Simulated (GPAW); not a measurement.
# A Si chain with a Se atom on top of one atom: transmission at several levels, part 2 of 2

Wanted: the zero-bias transmission of a Si chain with a Se atom on top of one atom on a ladder of levels, with run times.

GPAW 26.7.0; GPAW LCAO, PAW setups; Landauer transmission from Green's functions with principal layers (ASE), zero bias.

So far, transmission at the Fermi level (one spin): step 2 (GPAW, dzp, PBE, GPAW) 1.38; step 3 (basis szp(dzp), PBE, GPAW) 1.38; step 4 (basis sz(dzp), PBE, GPAW) 1.47; step 5 (RPBE) 1.37.

## 8. Grid spacing 0.22, potential alignment off: h = 0.22 and align = false

The real-space grid carries density and potential; a coarse one breaks translation symmetry along the lead and scatters electrons that should pass. Without the shift, lead and junction are matched by their Fermi levels alone.

This step: GPAW LCAO, PAW setups; Landauer transmission from Green's functions with principal layers (ASE), zero bias (GPAW 26.7.0).

run.py reads:

```python
import json
import numpy as np
from ase import Atoms
from ase.transport.calculators import TransportCalculator
from gpaw import GPAW, FermiDirac
from gpaw.lcao.tools import get_lcao_hamiltonian
from scipy.linalg import eigh

# The junction with lead layers at both ends, along the third cell vector
device = Atoms(
    ['Si', 'Si', 'Si', 'Si', 'Si', 'Si', 'Se', 'Si', 'Si', 'Si', 'Si', 'Si'],
    positions=[
        [4.50000, 4.50000, 1.10000],
        [4.50000, 4.50000, 3.30000],
        [4.50000, 4.50000, 5.50000],
        [4.50000, 4.50000, 7.70000],
        [4.50000, 4.50000, 9.90000],
        [4.50000, 4.50000, 12.10000],
        [6.59150, 4.50000, 12.10000],
        [4.50000, 4.50000, 14.30000],
        [4.50000, 4.50000, 16.50000],
        [4.50000, 4.50000, 18.70000],
        [4.50000, 4.50000, 20.90000],
        [4.50000, 4.50000, 23.10000]],
    cell=[[9.0, 0.0, 0.0], [0.0, 9.0, 0.0], [0.0, 0.0, 24.2]],
    pbc=True)

# One principal layer of the lead: the first 3 atoms of the device
lead = Atoms(
    ['Si', 'Si', 'Si'],
    positions=[
        [4.50000, 4.50000, 1.10000],
        [4.50000, 4.50000, 3.30000],
        [4.50000, 4.50000, 5.50000]],
    cell=[[9.0, 0.0, 0.0], [0.0, 9.0, 0.0], [0.0, 0.0, 6.6]],
    pbc=True)

settings = dict(mode='lcao', basis='dzp', xc='PBE', h=0.22,
                occupations=FermiDirac(0.1), maxiter=250,
                mixer=dict(beta=0.1, nmaxold=8, weight=100.0),
                convergence=dict(density=0.0001))
energies = np.arange(-3, 3 + 1e-9, 0.075)
eta = 0.0001
n1, n2 = 1, 1
# k and -k transmit alike, so half of the mesh across the current serves
mesh = [(i, j) for i in range(n1) for j in range(n2) if (i, j) <= (-i % n1, -j % n2)]
weights = np.array([1 if (i, j) == (-i % n1, -j % n2) else 2 for i, j in mesh]) / (n1 * n2)

# [... helper functions left out ...]
fermi_lead = ground_state(lead, (1, 1, 17), 'lead.txt')
fermi_device = ground_state(device, (1, 1, 3), 'device.txt')
# [... loop over the mesh left out, but for ...]
        # Lead and device are aligned by their Fermi levels alone
        shift = 0.0
# [...]
kT = 8.617333e-5 * 300
bias = [0.1, 0.2, 0.5, 1.0, 1.5, 2.0]
# [... integrals and printing left out ...]
```

Started as:

```sh
$ OMP_NUM_THREADS=1 OPENBLAS_NUM_THREADS=1 python run.py
```

The log of the run:

```text
basis functions: device 156, principal layer 39
Fermi level: lead -3.9219 eV, device -3.6996 eV; lead shifted by 0.0000 eV
largest coupling past the next layer 5.06e-05 eV, largest misfit of the first layer 0.047 eV
  E-E_F (eV)   T (one spin)  [channel counts left out]
    -3.000    1.7823e-11
    -2.925    8.0301e-12
    -2.850    7.2259e-12
    -2.775    7.4465e-12
    -2.700    7.6478e-12
    -2.625    7.7241e-12
    -2.550    7.7002e-12
    -2.475    7.6057e-12
    -2.400    7.4584e-12
    -2.325    7.2695e-12
    -2.250    7.0686e-12
    -2.175    7.0468e-12
    -2.100    8.7759e-12
    -2.025    4.2157e-11
    -1.950    5.5914e-10
    -1.875    6.5105e-11
[...]
2.475    2.0105e+00
     2.550    2.0086e+00
     2.625    2.0070e+00
     2.700    2.0056e+00
     2.775    2.0044e+00
     2.850    2.0034e+00
     2.925    2.0025e+00
     3.000    2.0018e+00
conductance at 300 K: 1.3847 G0 a cell; thermopower -3.917 uV/K
current from the zero-bias T(E) at 0.1 V: 10.732 uA
current from the zero-bias T(E) at 0.2 V: 21.479 uA
current from the zero-bias T(E) at 0.5 V: 53.997 uA
current from the zero-bias T(E) at 1.0 V: 110.09 uA
current from the zero-bias T(E) at 1.5 V: 168.59 uA
current from the zero-bias T(E) at 2.0 V: 221.69 uA
```

The job ended after 27 s (1 thread of Arm Neoverse V1, shared host; peak memory 0.65 GiB).

This step gave:

```
conductance                                    : 1.385 G₀
thermopower                                    : -3.917 μV/K
largest coupling past the next principal layer : 5.06e-5 eV
largest misfit of the first principal layer    : 0.04681 eV
shift that aligns the lead                     : 0 eV
transmission at the Fermi level (one spin)     : 1.384
```

One spin. Transmission, zone mean against energy, zero at the Fermi level:

energy (eV), transmission, zone mean and a bar:
```
    -3.00       0.00 
    -2.77       0.00 
    -2.55       0.00 
    -2.40       0.00 
    -2.17       0.00 
    -1.95       0.00 
    -1.73       0.00 
    -1.57       0.00 
    -1.35       0.00 
    -1.12       0.83 ############
    -1.05       1.02 ###############
    -0.90       0.90 #############
    -0.75       1.15 #################
    -0.53       1.22 ##################
    -0.30       1.23 ##################
    -0.07       1.33 ####################
     0.00       1.38 ####################
     0.07       1.44 #####################
     0.30       1.62 ########################
     0.53       1.77 ##########################
     0.75       1.89 ############################
     0.90       1.95 #############################
     1.12       2.01 ##############################
     1.35       2.03 ##############################
     1.57       2.04 ##############################
     1.73       2.04 ##############################
     1.95       2.03 ##############################
     2.17       2.02 ##############################
     2.40       2.01 ##############################
     2.55       2.01 ##############################
     2.77       2.00 #############################
     3.00       2.00 #############################
```

Not self-consistent under bias; the bias window is split evenly. Table of current through one cell, from the zero-bias transmission by bias:

```
bias (V)  current through one cell, from the zero-bias transmission (μA)
   0.100                                                            10.7
   0.200                                                            21.5
   0.500                                                            54.0
   1.000                                                             110
   1.500                                                             169
   2.000                                                             222
```

The transmission of the three most open eigenchannels by energy, zero at the Fermi level:

```
energy (eV)  channel 1  channel 2  channel 3
    -1.5000    1.1e-10    1.1e-11    6.0e-12
    -1.2750      0.173     0.0610    9.0e-10
    -0.9750      0.134     0.0215     3.2e-5
    -0.7500      0.847      0.188      0.116
    -0.5250      0.923      0.239     0.0577
    -0.2250      0.950      0.297    0.00394
     0.0000      0.960      0.314      0.109
     0.2250      0.968      0.300      0.292
     0.5250      0.977      0.545      0.247
     0.7500      0.983      0.707      0.202
     0.9750      0.986      0.825      0.163
     1.2750      0.990      0.917      0.121
     1.5000      0.991      0.953     0.0944
     1.7250      0.991      0.973     0.0714
     2.0250      0.992      0.988     0.0461
     2.2500      0.994      0.992     0.0316
     2.4750      0.997      0.992     0.0211
     2.7750      0.999      0.993     0.0127
     3.0000      0.999      0.993    0.00955
```

The conductance equals that of the dzp run to 0.2 %.

## 9. A second varied run

A last run, with other settings again.

Edit run.py of step 8 so:

```diff
@@ -37,4 +37,4 @@
 
-settings = dict(mode='lcao', basis='dzp', xc='PBE', h=0.22,
-                occupations=FermiDirac(0.1), maxiter=250,
+settings = dict(mode='lcao', basis='tzp', xc='PBE', h=0.2,
+                occupations=FermiDirac(0.1), maxiter=100,
                 mixer=dict(beta=0.1, nmaxold=8, weight=100.0),
@@ -52,4 +52,4 @@
 # [... loop over the mesh left out, but for ...]
-        # Lead and device are aligned by their Fermi levels alone
-        shift = 0.0
+        # Shift the lead onto the potential of the device's first layer
+        shift = ((H[:, 0, 0] - H0[:, 0, 0]) / S0[0, 0]).real.mean()
 # [...]
```

The log of the run:

```text
FileNotFoundError: Could not find required basis set file "Si.tzp.basis".
```

Run time: 1.1 s. Hardware: 1 thread; peak memory 0.1 GiB.

The program refused the input before any cycle.

The program's message: “FileNotFoundError: Could not find required basis set file "Si.tzp.basis".”

The change that led to it: basis = "tzp".

## 10. What came out

```json
{
 "conductance": "1.38 G₀",
 "transmission at the Fermi level, mean of the spins": "1.38",
 "thermopower": "-3.90 μV/K"
}
```

**Reading.** In the dzp basis the junction conducts 1.38 G₀ at 300 K, with T = 1.38 a spin at the Fermi level; the sz basis reaches that conductance within 10 %. At the Fermi level the three most open eigenchannels pass 0.96, 0.32 and 0.11. Measured against the first run (dzp), the nearest curve is that of dzp-RPBE (r.m.s. 0.046) and the farthest that of sz (0.18). Over the compared runs wall time goes from 22 s (sz) to 33 s (dzp-RPBE), on a shared host. The geometry was built from estimated bond lengths and not relaxed, so the numbers describe this model structure. An evenly spaced straight chain is an idealisation: free chains tend to dimerise, zigzag or, where a band edge lies near the Fermi level, turn magnetic. The currents use the zero-bias T(E) throughout, which holds only while the bias is small against the distance to the nearest feature. The energy step is wider than the thermal energy, so the conductance and thermopower rest on interpolation of T(E).

[Logs are printed without paths, hosts, clocks, repeated set-up lines and the standing remarks that a program may print on its own settings, such as how far it seeks lower states.]

[Hosts, paths, dates, database ids (printed as entryN), source tags and the programs' standing remarks are cut or masked in the printed files.]
